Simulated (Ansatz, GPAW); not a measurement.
# Zr2CO2 MXene monolayer in an electric field, part 2 of 2

How does Zr2CO2 MXene monolayer screen a perpendicular field?

GPAW 26.7.0 and Ansatz 0.2.0; Ansatz plane waves; layer without images along its normal, relaxation of atoms and in-plane cell (the session's first sound run).

So far. Step 2 (Relaxing the atoms): The relaxation lowered the energy of the cell by 0.978 eV.

**3. Plane waves, PBE**

The work function is the vacuum plateau of the electrostatic potential less the Fermi level; a dipole layer lets the two faces have plateaus of their own.

This step: GPAW, PAW setups; slab in vacuum (GPAW 26.7.0).

The cell differs from the one that the last finished run ended in (c 33.706 → 20.634 Å).

Input file run.py:

```python
import json
import numpy as np
from ase import Atoms
from gpaw import GPAW, PW

slab = Atoms(
    ['O', 'Zr', 'C', 'Zr', 'O'],
    positions=[
        [0.00000, 1.90933, 8.00000],
        [1.65352, 0.95466, 8.91894],
        [-0.00000, -0.00000, 10.31705],
        [0.00000, 1.90933, 11.71516],
        [1.65352, 0.95466, 12.63410]],
    cell=[[3.30705, 0.0, 0.0], [-1.65352, 2.86399, -0.0], [0.0, -0.0, 20.6341]],
    pbc=[True, True, False])

slab.calc = GPAW(mode=PW(500), xc='PBE', kpts={'size': (12, 12, 1), 'gamma': True},
                 occupations={'name': 'fermi-dirac', 'width': 0.05}, nbands='140%',
                 convergence={'density': 1e-05}, maxiter=200,
                 poissonsolver={'dipolelayer': 'xy'},
                 symmetry={'tolerance': 1e-3}, txt='slab.txt')
result = {}
energy = slab.get_potential_energy()
fermi = slab.calc.get_fermi_level()
v = slab.calc.get_electrostatic_potential().mean((0, 1)) - fermi
n = slab.calc.get_pseudo_density().mean((0, 1))
L = slab.cell[2, 2]
z = np.arange(len(v)) * L / len(v)
low, high = slab.positions[:, 2].min(), slab.positions[:, 2].max()
below, above = np.interp([low - 5.8, high + 5.8], z, v)
slopes = [np.interp(x, z, np.gradient(v, z)) for x in (low - 5.8, high + 5.8)]
eps = np.array([[slab.calc.get_eigenvalues(k, s) for k in range(len(slab.calc.get_ibz_k_points()))]
                for s in range(slab.calc.get_number_of_spins())]) - fermi
top, bottom = eps[eps < 0].max(), eps[eps > 0].min()
dipole = slab.get_dipole_moment()[2]
print(f'energy {energy:.4f} eV, Fermi level {fermi:.4f} eV, dipole {dipole:.5f} e A')
print(f'potential 5.8 A off the faces, from the Fermi level: lower {below:.4f} eV, upper {above:.4f} eV')
print(f'slope of the potential there: lower {slopes[0]:.5f}, upper {slopes[1]:.5f} eV/A')
print(f'nearest levels on the mesh: {top:.4f} and {bottom:.4f} eV')
print('magnetic moment', round(slab.get_magnetic_moment(), 3))
result.update(energy=energy, fermi=fermi, dipole=dipole, below=below, above=above, slopes=slopes, edges=[top, bottom],
              z=z.tolist(), v=v.tolist(), n=n.tolist(), positions=slab.positions.tolist(),
              forces=slab.get_forces(apply_constraint=False).tolist(), moments=slab.get_magnetic_moments().tolist())
json.dump(result, open('result.json', 'w'))
```

On the command line:

```console
OMP_NUM_THREADS=1 OPENBLAS_NUM_THREADS=1 python run.py
```

What it wrote:

```text
energy -44.8510 eV, Fermi level -0.2690 eV, dipole 0.00002 e A
potential 5.8 A off the faces, from the Fermi level: lower 4.8899 eV, upper 4.8899 eV
slope of the potential there: lower 0.00051, upper -0.00051 eV/A
nearest levels on the mesh: -0.4565 and 0.5070 eV
magnetic moment 0.0
```

Wall time 39 s (1 thread of Intel Xeon Platinum 8488C (Sapphire Rapids), shared host); peak memory 0.25 GiB.

This step gave:

| Property | Result |
| --- | --- |
| dipole along the normal | 1.75e-5 e·Å |
| levels nearest the Fermi level on the mesh | -0.4565, 0.5070 eV from the Fermi level |
| upper work function | 4.890 eV |
| lower work function | 4.890 eV |
| upper ionisation energy | 5.346 eV |

Electrostatic potential energy of an electron (without an applied field's), less the Fermi level, planar mean against z:

| z (Å) | electrostatic potential energy of an electron (without an applied field's), less the Fermi level, planar mean (eV) |
| --- | --- |
| 0.0 | 4.89 |
| 0.5 | 4.89 |
| 1.0 | 4.89 |
| 1.5 | 4.89 |
| 2.0 | 4.89 |
| 2.5 | 4.89 |
| 3.0 | 4.89 |
| 3.5 | 4.89 |
| 4.0 | 4.89 |
| 4.5 | 4.89 |
| 5.0 | 4.89 |
| 5.5 | 4.88 |
| 6.0 | 4.86 |
| 6.5 | 4.75 |
| 7.0 | 4.12 |
| 7.5 | 0.424 |
| 8.0 | -12.1 |
| 8.5 | -15.3 |
| 9.0 | -21.1 |
| 9.5 | -9.25 |
| 10.0 | -5.83 |
| 10.5 | -7.62 |
| 11.0 | -6.63 |
| 11.5 | -18.9 |
| 12.0 | -18.1 |
| 12.5 | -13.0 |
| 13.0 | -2.20 |
| 13.5 | 3.67 |
| 14.0 | 4.67 |
| 14.5 | 4.85 |
| 15.0 | 4.88 |
| 15.5 | 4.89 |
| 16.0 | 4.89 |
| 16.5 | 4.89 |
| 17.0 | 4.89 |
| 17.5 | 4.89 |
| 18.0 | 4.89 |
| 18.5 | 4.89 |
| 19.0 | 4.89 |
| 19.5 | 4.89 |
| 20.0 | 4.89 |
| 20.5 | 4.89 |

Pseudo valence density, planar mean against z:

z (Å), pseudo valence density, planar mean (e/Å³) and a bar:
```
      5.0       0.00 
      5.5       0.00 
      6.0       0.00 
      6.5       0.01 
      7.0       0.05 #
      7.5       0.32 #########
      8.0       0.86 #######################
      8.5       0.88 ########################
      9.0       1.11 ##############################
      9.5       0.50 ##############
     10.0       0.44 ############
     10.5       0.46 ############
     11.0       0.44 ############
     11.5       0.94 #########################
     12.0       0.97 ##########################
     12.5       0.87 #######################
     13.0       0.48 #############
     13.5       0.09 ##
     14.0       0.01 
     14.5       0.00 
     15.0       0.00 
     15.5       0.00
```

Force by atom:

| atom | x (eV/Å) | y (eV/Å) | z (eV/Å) | size |
| --- | --- | --- | --- | --- |
| O1 | 0.000 | 0.000 | 0.137 | 0.137 |
| Zr2 | 0.000 | 0.000 | -0.058 | 0.058 |
| C3 | 0.000 | 0.000 | 0.000 | 0.000 |
| Zr4 | 0.000 | 0.000 | 0.058 | 0.058 |
| O5 | 0.000 | 0.000 | -0.137 | 0.137 |

The layer is gapped, so the Fermi level lies somewhere inside the gap, set by smearing and numerics, and these work functions are no property of the material; the band edges below the vacuum level are. The potential is flat to 5.1e-4 eV/Å where it is read, so the vacuum is wide enough. The geometry is the other program's minimum; here the largest force on a free atom is 0.14 eV/Å.

**4. In a field**

A uniform field along the normal polarises the slab; the atoms stay fixed, so this is the electronic response alone.

Edit run.py of step 3 so:

```diff
@@ -4,2 +4,3 @@
 from gpaw import GPAW, PW
+from gpaw.external import ConstantElectricField
 
@@ -20,2 +21,3 @@
                  poissonsolver={'dipolelayer': 'xy'},
+                 external=ConstantElectricField(-0.2, [0, 0, 1]),
                  symmetry={'tolerance': 1e-3}, txt='slab.txt')
```

What it wrote:

```text
energy -44.8568 eV, Fermi level -0.2704 eV, dipole -0.05843 e A
potential 5.8 A off the faces, from the Fermi level: lower 4.3337 eV, upper 5.4500 eV
slope of the potential there: lower 0.00051, upper -0.00051 eV/A
nearest levels on the mesh: -0.4565 and 0.5069 eV
magnetic moment 0.0
```

Elapsed: 2.4 min, on 1 thread; peak memory 0.52 GiB.

This step gave:

```
dipole along the normal                                         : -0.05843 e·Å
levels nearest the Fermi level on the mesh                      : -0.4565, 0.5069 eV from the Fermi level
potential below the slab, the applied field's own ramp left out : 4.334 eV from the Fermi level
potential above the slab, the applied field's own ramp left out : 5.450 eV from the Fermi level
```

Electrostatic potential energy of an electron (without an applied field's), less the Fermi level, planar mean against z:

| z (Å) | electrostatic potential energy of an electron (without an applied field's), less the Fermi level, planar mean (eV) |
| --- | --- |
| 0.0 | 4.89 |
| 0.5 | 4.33 |
| 1.0 | 4.33 |
| 1.5 | 4.33 |
| 2.0 | 4.33 |
| 2.5 | 4.33 |
| 3.0 | 4.33 |
| 3.5 | 4.33 |
| 4.0 | 4.33 |
| 4.5 | 4.33 |
| 5.0 | 4.33 |
| 5.5 | 4.33 |
| 6.0 | 4.31 |
| 6.5 | 4.20 |
| 7.0 | 3.59 |
| 7.5 | -0.0645 |
| 8.0 | -12.6 |
| 8.5 | -15.7 |
| 9.0 | -21.4 |
| 9.5 | -9.40 |
| 10.0 | -5.89 |
| 10.5 | -7.58 |
| 11.0 | -6.50 |
| 11.5 | -18.7 |
| 12.0 | -17.8 |
| 12.5 | -12.6 |
| 13.0 | -1.73 |
| 13.5 | 4.19 |
| 14.0 | 5.21 |
| 14.5 | 5.40 |
| 15.0 | 5.44 |
| 15.5 | 5.45 |
| 16.0 | 5.45 |
| 16.5 | 5.45 |
| 17.0 | 5.45 |
| 17.5 | 5.45 |
| 18.0 | 5.45 |
| 18.5 | 5.45 |
| 19.0 | 5.45 |
| 19.5 | 5.45 |
| 20.0 | 5.45 |
| 20.5 | 5.11 |

Force by atom:

| atom | x (eV/Å) | y (eV/Å) | z (eV/Å) | size |
| --- | --- | --- | --- | --- |
| O1 | 0.000 | 0.000 | 0.218 | 0.218 |
| Zr2 | 0.000 | 0.000 | -0.174 | 0.174 |
| C3 | 0.000 | 0.000 | 0.066 | 0.066 |
| Zr4 | 0.000 | 0.000 | -0.057 | 0.057 |
| O5 | 0.000 | 0.000 | -0.053 | 0.053 |

The dipole is now -0.0584 e Å, against 1.7e-5 in the run without a field.

**5. Field on**

Edit run.py of step 4 so:

```diff
@@ -21,3 +21,3 @@
                  poissonsolver={'dipolelayer': 'xy'},
-                 external=ConstantElectricField(-0.2, [0, 0, 1]),
+                 external=ConstantElectricField(-0.1, [0, 0, 1]),
                  symmetry={'tolerance': 1e-3}, txt='slab.txt')
```

What it wrote:

```text
energy -44.8525 eV, Fermi level -0.2694 eV, dipole -0.02922 e A
potential 5.8 A off the faces, from the Fermi level: lower 4.6114 eV, upper 5.1695 eV
slope of the potential there: lower 0.00051, upper -0.00051 eV/A
nearest levels on the mesh: -0.4566 and 0.5069 eV
magnetic moment 0.0
```

It took 2.6 min on 1 thread; peak memory 0.52 GiB.

Numbers from this step:

- dipole along the normal: -0.02922 e·Å
- levels nearest the Fermi level on the mesh: -0.4566, 0.5069 eV from the Fermi level
- potential below the slab, the applied field's own ramp left out: 4.611 eV from the Fermi level
- potential above the slab, the applied field's own ramp left out: 5.170 eV from the Fermi level

Electrostatic potential energy of an electron (without an applied field's), less the Fermi level, planar mean against z:

| z (Å) | electrostatic potential energy of an electron (without an applied field's), less the Fermi level, planar mean (eV) |
| --- | --- |
| 0 | 4.89 |
| 1 | 4.61 |
| 2 | 4.61 |
| 3 | 4.61 |
| 4 | 4.61 |
| 5 | 4.61 |
| 6 | 4.58 |
| 7 | 3.86 |
| 8 | -12.4 |
| 9 | -21.3 |
| 10 | -5.86 |
| 11 | -6.56 |
| 12 | -17.9 |
| 13 | -1.97 |
| 14 | 4.94 |
| 15 | 5.16 |
| 16 | 5.17 |
| 17 | 5.17 |
| 18 | 5.17 |
| 19 | 5.17 |
| 20 | 5.17 |

Force by atom:

| atom | x (eV/Å) | y (eV/Å) | z (eV/Å) | size |
| --- | --- | --- | --- | --- |
| O1 | 0.000 | 0.000 | 0.177 | 0.177 |
| Zr2 | 0.000 | 0.000 | -0.116 | 0.116 |
| C3 | 0.000 | 0.000 | 0.033 | 0.033 |
| Zr4 | 0.000 | 0.000 | 0.001 | 0.001 |
| O5 | 0.000 | 0.000 | -0.096 | 0.096 |

The dipole is now -0.0292 e Å, against 1.7e-5 in the run without a field.

**6. In a field**

Edit run.py of step 5 so:

```diff
@@ -21,3 +21,3 @@
                  poissonsolver={'dipolelayer': 'xy'},
-                 external=ConstantElectricField(-0.1, [0, 0, 1]),
+                 external=ConstantElectricField(-0.05, [0, 0, 1]),
                  symmetry={'tolerance': 1e-3}, txt='slab.txt')
```

What it wrote:

```text
energy -44.8514 eV, Fermi level -0.2691 eV, dipole -0.01462 e A
potential 5.8 A off the faces, from the Fermi level: lower 4.7504 eV, upper 5.0298 eV
slope of the potential there: lower 0.00051, upper -0.00051 eV/A
nearest levels on the mesh: -0.4565 and 0.5069 eV
magnetic moment 0.0
```

Run time: 2.4 min. Hardware: 1 thread; peak memory 0.52 GiB.

**7. In a field**

Edit run.py of step 6 so:

```diff
@@ -21,3 +21,3 @@
                  poissonsolver={'dipolelayer': 'xy'},
-                 external=ConstantElectricField(-0.05, [0, 0, 1]),
+                 external=ConstantElectricField(0.05, [0, 0, 1]),
                  symmetry={'tolerance': 1e-3}, txt='slab.txt')
```

What it wrote:

```text
energy -44.8514 eV, Fermi level -0.2691 eV, dipole 0.01462 e A
potential 5.8 A off the faces, from the Fermi level: lower 5.0298 eV, upper 4.7504 eV
slope of the potential there: lower 0.00051, upper -0.00051 eV/A
nearest levels on the mesh: -0.4565 and 0.5069 eV
magnetic moment 0.0
```

Wall time 2.4 min (1 thread); peak memory 0.52 GiB.

Electrostatic potential energy of an electron (without an applied field's), less the Fermi level, planar mean against z:

| z (Å) | electrostatic potential energy of an electron (without an applied field's), less the Fermi level, planar mean (eV) |
| --- | --- |
| 0 | 4.89 |
| 1 | 5.03 |
| 2 | 5.03 |
| 3 | 5.03 |
| 4 | 5.03 |
| 5 | 5.03 |
| 6 | 5.00 |
| 7 | 4.26 |
| 8 | -12.0 |
| 9 | -21.1 |
| 10 | -5.81 |
| 11 | -6.66 |
| 12 | -18.2 |
| 13 | -2.32 |
| 14 | 4.53 |
| 15 | 4.74 |
| 16 | 4.75 |
| 17 | 4.75 |
| 18 | 4.75 |
| 19 | 4.75 |
| 20 | 4.75 |

**8. In a field**

Edit run.py of step 7 so:

```diff
@@ -21,3 +21,3 @@
                  poissonsolver={'dipolelayer': 'xy'},
-                 external=ConstantElectricField(0.05, [0, 0, 1]),
+                 external=ConstantElectricField(0.1, [0, 0, 1]),
                  symmetry={'tolerance': 1e-3}, txt='slab.txt')
```

What it wrote:

```text
energy -44.8525 eV, Fermi level -0.2694 eV, dipole 0.02922 e A
potential 5.8 A off the faces, from the Fermi level: lower 5.1695 eV, upper 4.6114 eV
slope of the potential there: lower 0.00051, upper -0.00051 eV/A
nearest levels on the mesh: -0.4566 and 0.5069 eV
magnetic moment 0.0
```

Run time: 2.6 min. Hardware: 1 thread; peak memory 0.52 GiB.

The dipole is now 0.0292 e Å, against 1.7e-5 in the run without a field.

**9. Field on**

Edit run.py of step 8 so:

```diff
@@ -21,3 +21,3 @@
                  poissonsolver={'dipolelayer': 'xy'},
-                 external=ConstantElectricField(0.1, [0, 0, 1]),
+                 external=ConstantElectricField(0.2, [0, 0, 1]),
                  symmetry={'tolerance': 1e-3}, txt='slab.txt')
```

What it wrote:

```text
energy -44.8568 eV, Fermi level -0.2704 eV, dipole 0.05843 e A
potential 5.8 A off the faces, from the Fermi level: lower 5.4500 eV, upper 4.3337 eV
slope of the potential there: lower 0.00051, upper -0.00051 eV/A
nearest levels on the mesh: -0.4565 and 0.5069 eV
magnetic moment 0.0
```

It took 2.4 min on 1 thread; peak memory 0.52 GiB.

Electrostatic potential energy of an electron (without an applied field's), less the Fermi level, planar mean against z:

| z (Å) | electrostatic potential energy of an electron (without an applied field's), less the Fermi level, planar mean (eV) |
| --- | --- |
| 0.0 | 4.89 |
| 0.5 | 5.45 |
| 1.0 | 5.45 |
| 1.5 | 5.45 |
| 2.0 | 5.45 |
| 2.5 | 5.45 |
| 3.0 | 5.45 |
| 3.5 | 5.45 |
| 4.0 | 5.45 |
| 4.5 | 5.45 |
| 5.0 | 5.45 |
| 5.5 | 5.44 |
| 6.0 | 5.42 |
| 6.5 | 5.30 |
| 7.0 | 4.65 |
| 7.5 | 0.913 |
| 8.0 | -11.7 |
| 8.5 | -15.0 |
| 9.0 | -20.9 |
| 9.5 | -9.09 |
| 10.0 | -5.77 |
| 10.5 | -7.65 |
| 11.0 | -6.76 |
| 11.5 | -19.1 |
| 12.0 | -18.4 |
| 12.5 | -13.4 |
| 13.0 | -2.67 |
| 13.5 | 3.15 |
| 14.0 | 4.12 |
| 14.5 | 4.29 |
| 15.0 | 4.32 |
| 15.5 | 4.33 |
| 16.0 | 4.33 |
| 16.5 | 4.33 |
| 17.0 | 4.33 |
| 17.5 | 4.33 |
| 18.0 | 4.33 |
| 18.5 | 4.33 |
| 19.0 | 4.33 |
| 19.5 | 4.33 |
| 20.0 | 4.33 |
| 20.5 | 4.68 |

The dipole is now 0.0584 e Å, against 1.7e-5 in the run without a field.

**10. In a field**

Edit run.py of step 9 so:

```diff
@@ -21,3 +21,3 @@
                  poissonsolver={'dipolelayer': 'xy'},
-                 external=ConstantElectricField(0.2, [0, 0, 1]),
+                 external=ConstantElectricField(0.3, [0, 0, 1]),
                  symmetry={'tolerance': 1e-3}, txt='slab.txt')
```

What it wrote:

```text
energy -44.8641 eV, Fermi level -0.2720 eV, dipole 0.08767 e A
potential 5.8 A off the faces, from the Fermi level: lower 5.7317 eV, upper 4.0568 eV
slope of the potential there: lower 0.00051, upper -0.00051 eV/A
nearest levels on the mesh: -0.4564 and 0.5068 eV
magnetic moment 0.0
```

The job ended after 2.5 min (1 thread; peak memory 0.52 GiB).

The dipole is now 0.0877 e Å, against 1.7e-5 in the run without a field.

**11. The series**

The members are put on one axis.

This step: induced dipole against applied field (GPAW 26.7.0).

Table of dipole along the normal by field:

| field (V/Å) | dipole along the normal (e·Å) |
| --- | --- |
| -0.200 | -0.0584 |
| -0.100 | -0.0292 |
| -0.050 | -0.0146 |
| 0.000 | 1.7e-5 |
| 0.050 | 0.0146 |
| 0.100 | 0.0292 |
| 0.200 | 0.0584 |
| 0.300 | 0.0877 |

**12. What came out**

```json
{
  "work function, both faces (Fermi level placed in the gap by the smearing)": "4.89 eV",
  "ionisation energy from the upper face (highest filled level on the mesh)": "5.35 eV",
  "electron affinity from the upper face (lowest empty Kohn-Sham level on the mesh)": "4.38 eV",
  "dipole along the normal": "1.7e-5 e Å, near the numerical noise",
  "induced dipole per field": "0.292 e Å per V/Å",
  "out-of-plane polarisability per area, α/(ε0 A)": "5.58 Å"
}
```

**Reading.** The field induces 0.292 e Å per V/Å, a polarisable thickness α/(ε0 A) of 5.58 Å beside 4.63 Å between the outermost nuclei. A perfect conductor would give the distance between its two image planes; a dielectric of thickness t gives t(1 - 1/ε). The levels nearest the Fermi level on the mesh lie 0.963 eV apart, so the slab is gapped there: the smearing puts the Fermi level inside the gap, and from either face the ionisation energy is the work function plus 0.46 eV. Both are Kohn-Sham levels on the mesh, and semilocal gaps are too small, so the affinity tends to come out too large and the ionisation energy too small. The induced dipole is linear in the field over this range. The layer's cell and atoms come from the relaxation; spin-orbit coupling and temperature are left out.

[Logs are printed without paths, hosts, clocks, repeated set-up lines and the standing remarks that a program may print on its own settings, such as how far it seeks lower states.]

[Hosts, paths, dates, database ids (printed as entryN), source tags and the programs' standing remarks are cut or masked in the printed files.]
